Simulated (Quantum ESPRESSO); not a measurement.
# Collinear magnetic orders of LaAsRuO with Quantum ESPRESSO

Aim: find out which collinear order of LaAsRuO costs least.

Calculated with Quantum ESPRESSO 7.5; PBE; plane waves with GBRV 1.5 PBE potentials, no spin-orbit coupling.

**1. Starting point**

It takes space group P4/nmm (No. 129, tetragonal). Conventional cell: a = 4.120 Å, b = 4.120 Å, c = 8.491 Å, α = 90.00°, β = 90.00°, γ = 90.00°. Nearest to La lie 4 Ru at 2.73 Å and 1 As at 2.93 Å and 4 O at 3.21 Å. Nearest to As lie 4 O at 2.11 Å. Nearest to Ru lie 4 La at 2.73 Å and 4 Ru at 2.91 Å. Nearest to O lie 4 As at 2.11 Å and 4 La at 3.21 Å. Farther neighbours and most contacts between anions are not listed.

The cell comes from Materials Project 2023-11-01, a database of computed structures, and need not be the stable phase.

**2. Run 1, typed as ferro ++**

The signs are those of the starting moments on the seeded atoms, the atoms that are given a moment.

Input file pw.in:

```
&CONTROL
  calculation = 'scf'
  prefix = 'pwscf'
  outdir = './tmp'
  pseudo_dir = './pseudo'
  disk_io = 'nowf'
/
&SYSTEM
  ibrav = 0
  celldm(1) = 8
  nat = 8
  ntyp = 4
  ecutwfc = 40
  ecutrho = 280
  nbnd = 52
  occupations = 'smearing'
  smearing = 'fd'
  degauss = 0.00367493
  nspin = 2
  starting_magnetization(1) = 0
  starting_magnetization(2) = 0
  starting_magnetization(3) = 0.0938
  starting_magnetization(4) = 0
/
&ELECTRONS
  conv_thr = 1.6d-08
  electron_maxstep = 150
  mixing_beta = 0.3
/
ATOMIC_SPECIES
La    138.9055 la_pbe_v1.uspp.F.UPF
As     74.9216 as_pbe_v1.uspp.F.UPF
Ru    101.0700 ru_pbe_v1.2.uspp.F.UPF
O      15.9990 o_pbe_v1.2.uspp.F.UPF
CELL_PARAMETERS alat
   0.9730908462995    0.0000000000000    0.0000000000000
   0.0000000000000    0.9730908462995    0.0000000000000
   0.0000000000000    0.0000000000000    2.0057789302544
ATOMIC_POSITIONS crystal
La      0.0000000000    0.5000000000    0.7898370000
La      0.5000000000    0.0000000000    0.2101630000
As      0.0000000000    0.5000000000    0.4451850000
As      0.5000000000    0.0000000000    0.5548150000
Ru      0.0000000000    0.0000000000    0.0000000000
Ru      0.5000000000    0.5000000000    0.0000000000
O       0.0000000000    0.0000000000    0.5000000000
O       0.5000000000    0.5000000000    0.5000000000
K_POINTS automatic
8 8 4 0 0 0
```

Command:

```
> OMP_NUM_THREADS=1 mpirun -n 4 pw.x -nk 4 -in pw.in > pw.out
```

Log:

```text
Program PWSCF v.7.5 starts

     Message from routine setup:
     using ibrav=0 with symmetry is DISCOURAGED, use correct ibrav instead

     K-points division:     npool     =       4
     Subspace diagonalization in iterative solution of the eigenvalue problem:

     G-vector sticks info
     --------------------
     sticks:   dense  smooth     PW     G-vecs:    dense   smooth      PW
     Sum        1353     777    233                77005    33257    5499

     Using Slab Decomposition

     bravais-lattice index     =            0
     lattice parameter (alat)  =       8.0000  a.u.
     unit-cell volume          =     972.4333 (a.u.)^3
     number of atoms/cell      =            8
     number of atomic types    =            4
     number of electrons       =        76.00
     number of Kohn-Sham states=           52
     kinetic-energy cutoff     =      40.0000  Ry
     charge density cutoff     =     280.0000  Ry
     scf convergence threshold =      1.6E-08
     mixing beta               =       0.3000
     number of iterations used =            8  plain     mixing
     Exchange-correlation= SLA  PW   PBE  PBE
                           (   1   4   3   4   0   0   0)

     celldm(1)=   8.000000  celldm(2)=   0.000000  celldm(3)=   0.000000
     celldm(4)=   0.000000  celldm(5)=   0.000000  celldm(6)=   0.000000

     crystal axes: (cart. coord. in units of alat)
               a(1) = (   0.973091   0.000000   0.000000 )
               a(2) = (   0.000000   0.973091   0.000000 )
               a(3) = (   0.000000   0.000000   2.005779 )

     reciprocal axes: (cart. coord. in units 2 pi/alat)
               b(1) = (  1.027653  0.000000  0.000000 )
               b(2) = (  0.000000  1.027653  0.000000 )
               b(3) = (  0.000000  0.000000  0.498559 )

     PseudoPot. # 1 for La read from file:
     la_pbe_v1.uspp.F.UPF
     Pseudo is Ultrasoft + core correction, Zval = 11.0
     Generated by new atomic code, or converted to UPF format
     Using radial grid of  995 points,  8 beta functions with:
                l(1) =   0
                l(2) =   0
                l(3) =   1
                l(4) =   1
                l(5) =   2
                l(6) =   2
                l(7) =   3
                l(8) =   3
     Q(r) pseudized with  8 coefficients,  rinner =    1.700   1.700   1.700
                                                       1.700   1.700   1.700
                                                       1.700

     PseudoPot. # 2 for As read from file:
     as_pbe_v1.uspp.F.UPF
     Pseudo is Ultrasoft + core correction, Zval =  5.0
     Generated by new atomic code, or converted to UPF format
     Using radial grid of  875 points,  6 beta functions with:
                l(1) =   0
                l(2) =   0
                l(3) =   1
                l(4) =   1
                l(5) =   2
                l(6) =   2
     Q(r) pseudized with  8 coefficients,  rinner =    1.300   1.300   1.300
                                                       1.300   1.300

     PseudoPot. # 3 for Ru read from file:
     ru_pbe_v1.2.uspp.F.UPF
     Pseudo is Ultrasoft + core correction, Zval = 16.0
     Generated by new atomic code, or converted to UPF format
     Using radial grid of  967 points,  6 beta functions with:
                l(1) =   0
                l(2) =   0
                l(3) =   1
                l(4) =   1
                l(5) =   2
                l(6) =   2
     Q(r) pseudized with  8 coefficients,  rinner =    1.300   1.300   1.300
                                                       1.300   1.300

     PseudoPot. # 4 for O  read from file:
     o_pbe_v1.2.uspp.F.UPF
     Pseudo is Ultrasoft + core correction, Zval =  6.0
     Generated by new atomic code, or converted to UPF format
     Using radial grid of  737 points,  5 beta functions with:
                l(1) =   0
                l(2) =   0
                l(3) =   1
                l(4) =   1
                l(5) =   2
     Q(r) pseudized with  8 coefficients,  rinner =    0.900   0.900   0.900
                                                       0.900   0.900

     atomic species   valence    mass     pseudopotential
     La               11.00   138.90550     La( 1.00)
     As                5.00    74.92160     As( 1.00)
     Ru               16.00   101.07000     Ru( 1.00)
     O                 6.00    15.99900     O ( 1.00)

     Starting magnetic structure
     atomic species   magnetization
     La              0.000
     As              0.000
     Ru              0.094
     O               0.000

     16 Sym. Ops., with inversion, found ( 8 have fractional translation)

   Cartesian axes

     site n.     atom                  positions (alat units)
         1        La     tau(   1) = (   0.0000000   0.4865454   1.5842384  )
         2        La     tau(   2) = (   0.4865454   0.0000000   0.4215405  )
         3        As     tau(   3) = (   0.0000000   0.4865454   0.8929427  )
         4        As     tau(   4) = (   0.4865454   0.0000000   1.1128362  )
         5        Ru     tau(   5) = (   0.0000000   0.0000000   0.0000000  )
         6        Ru     tau(   6) = (   0.4865454   0.4865454   0.0000000  )
         7        O      tau(   7) = (   0.0000000   0.0000000   1.0028895  )
         8        O      tau(   8) = (   0.4865454   0.4865454   1.0028895  )

     number of k points=    45  Fermi-Dirac smearing, width (Ry)=  0.0037
                       cart. coord. in units 2pi/alat
        k(    1) = (   0.0000000   0.0000000   0.0000000), wk =   0.0039062
        k(    2) = (   0.0000000   0.0000000   0.1246399), wk =   0.0078125
        k(    3) = (   0.0000000   0.0000000  -0.2492797), wk =   0.0039062
        k(    4) = (   0.0000000   0.1284567   0.0000000), wk =   0.0156250
        k(    5) = (   0.0000000   0.1284567   0.1246399), wk =   0.0312500
        [... 40 further k-points ...]

     Dense  grid:    77005 G-vectors     FFT dimensions: (  48,  48,  90)

     Smooth grid:    33257 G-vectors     FFT dimensions: (  32,  32,  72)

     Generating pointlists ...
     new r_m :   0.2655 (alat units)  2.1244 (a.u.) for type    1
     new r_m :   0.2058 (alat units)  1.6461 (a.u.) for type    2
     new r_m :   0.2655 (alat units)  2.1244 (a.u.) for type    3
     new r_m :   0.2058 (alat units)  1.6461 (a.u.) for type    4

     Initial potential from superposition of free atoms

     starting charge      73.9353, renormalised to      76.0000

     negative rho (up, down):  1.547E-01 1.405E-01
     Starting wfcs are   82 randomized atomic wfcs

     Self-consistent Calculation

     iteration #  1     ecut=    40.00 Ry     beta= 0.30
     Davidson diagonalization with overlap
     ethr =  1.00E-02,  avg # of iterations =  2.0

     negative rho (up, down):  1.252E-01 1.157E-01

     total energy              =    -717.26361136 Ry
     estimated scf accuracy    <      50.60004188 Ry

     total magnetization       =     0.47 Bohr mag/cell
     absolute magnetization    =     0.49 Bohr mag/cell

     iteration #  2     ecut=    40.00 Ry     beta= 0.30
     Davidson diagonalization with overlap
     ethr =  1.00E-02,  avg # of iterations =  7.4

     negative rho (up, down):  1.258E-01 1.172E-01

     total energy              =    -726.86090822 Ry
     estimated scf accuracy    <     261.30126873 Ry

     total magnetization       =     0.02 Bohr mag/cell
     absolute magnetization    =     0.07 Bohr mag/cell

     iteration #  3     ecut=    40.00 Ry     beta= 0.30
     Davidson diagonalization with overlap
     ethr =  1.00E-02,  avg # of iterations =  8.0

     negative rho (up, down):  1.235E-01 1.154E-01

     total energy              =    -738.47946243 Ry
     estimated scf accuracy    <       4.55102757 Ry

     total magnetization       =     0.57 Bohr mag/cell
     absolute magnetization    =     0.91 Bohr mag/cell

     [... further iterations left out ...]

     iteration # 18     ecut=    40.00 Ry     beta= 0.30
     Davidson diagonalization with overlap
     ethr =  5.09E-10,  avg # of iterations =  3.4

     negative rho (up, down):  1.028E-01 1.028E-01

     total energy              =    -738.55041208 Ry
     estimated scf accuracy    <       0.00000017 Ry

     total magnetization       =     0.00 Bohr mag/cell
     absolute magnetization    =     0.00 Bohr mag/cell

     iteration # 19     ecut=    40.00 Ry     beta= 0.30
     Davidson diagonalization with overlap
     ethr =  2.29E-10,  avg # of iterations =  4.3

     negative rho (up, down):  1.028E-01 1.028E-01

     total energy              =    -738.55041215 Ry
     estimated scf accuracy    <       0.00000009 Ry

     total magnetization       =    -0.00 Bohr mag/cell
     absolute magnetization    =     0.00 Bohr mag/cell

     iteration # 20     ecut=    40.00 Ry     beta= 0.30
     Davidson diagonalization with overlap
     ethr =  1.24E-10,  avg # of iterations =  1.7

     negative rho (up, down):  1.028E-01 1.028E-01

     total energy              =    -738.55041215 Ry
     estimated scf accuracy    <       0.00000006 Ry

     total magnetization       =     0.00 Bohr mag/cell
     absolute magnetization    =     0.00 Bohr mag/cell

     iteration # 21     ecut=    40.00 Ry     beta= 0.30
     Davidson diagonalization with overlap
     ethr =  8.00E-11,  avg # of iterations =  2.7

     negative rho (up, down):  1.028E-01 1.028E-01

     Magnetic moment per site  (integrated on atomic sphere of radius R)
     atom   1 (R=0.266)  charge=  7.5514  magn=  0.0000
     atom   2 (R=0.266)  charge=  7.5514  magn=  0.0000
     atom   3 (R=0.206)  charge=  1.8068  magn= -0.0000
     atom   4 (R=0.206)  charge=  1.8068  magn= -0.0000
     atom   5 (R=0.266)  charge= 14.3046  magn= -0.0001
     atom   6 (R=0.266)  charge= 14.3046  magn= -0.0001
     atom   7 (R=0.206)  charge=  5.6957  magn=  0.0000
     atom   8 (R=0.206)  charge=  5.6957  magn=  0.0000

     End of self-consistent calculation

     [... lines left out ...]
     the Fermi energy is    13.3023 ev

!    total energy              =    -738.55041215 Ry
     estimated scf accuracy    <          6.6E-09 Ry
     smearing contrib. (-TS)   =      -0.00287538 Ry
     internal energy E=F+TS    =    -738.54753677 Ry

     The total energy is F=E-TS. E is the sum of the following terms:
     one-electron contribution =    -262.46293161 Ry
     hartree contribution      =     174.01454130 Ry
     xc contribution           =    -228.95896736 Ry
     ewald contribution        =    -421.14017910 Ry

     total magnetization       =    -0.00 Bohr mag/cell
     absolute magnetization    =     0.00 Bohr mag/cell

     convergence has been achieved in  21 iterations

=------------------------------------------------------------------------------=
   JOB DONE.
=------------------------------------------------------------------------------=
```

Wall time 2.1 min (4 MPI ranks of AMD EPYC 9R45, shared host); peak memory 1.6 GiB.

Spin moment in the atom's sphere by atom:

```
atom  spin moment in the atom's sphere (μB)
 La1                                 0.0000
 La2                                 0.0000
 As3                                 0.0000
 As4                                 0.0000
 Ru5                                -0.0001
 Ru6                                -0.0001
  O7                                 0.0000
  O8                                 0.0000
```

Read from the output:

* smearing term TS: 0.03912 eV
* magnetization: 0 μB
* absolute magnetization: 0 μB
* final state: non-magnetic

[end of part 1 of 2]

[Logs and program files are shortened in this print: banners, set-up blocks, solver, clock and traceback lines can be left out without a mark of their own.]

[Logs are printed without paths, hosts, clocks, repeated set-up lines and the standing remarks that a program may print on its own settings, such as how far it seeks lower states.]

[Hosts, paths, dates, database ids (printed as entryN), source tags and the programs' standing remarks are cut or masked in the printed files.]

[Where a cell is said to come from a database of computed structures, the database is the Materials Project.]
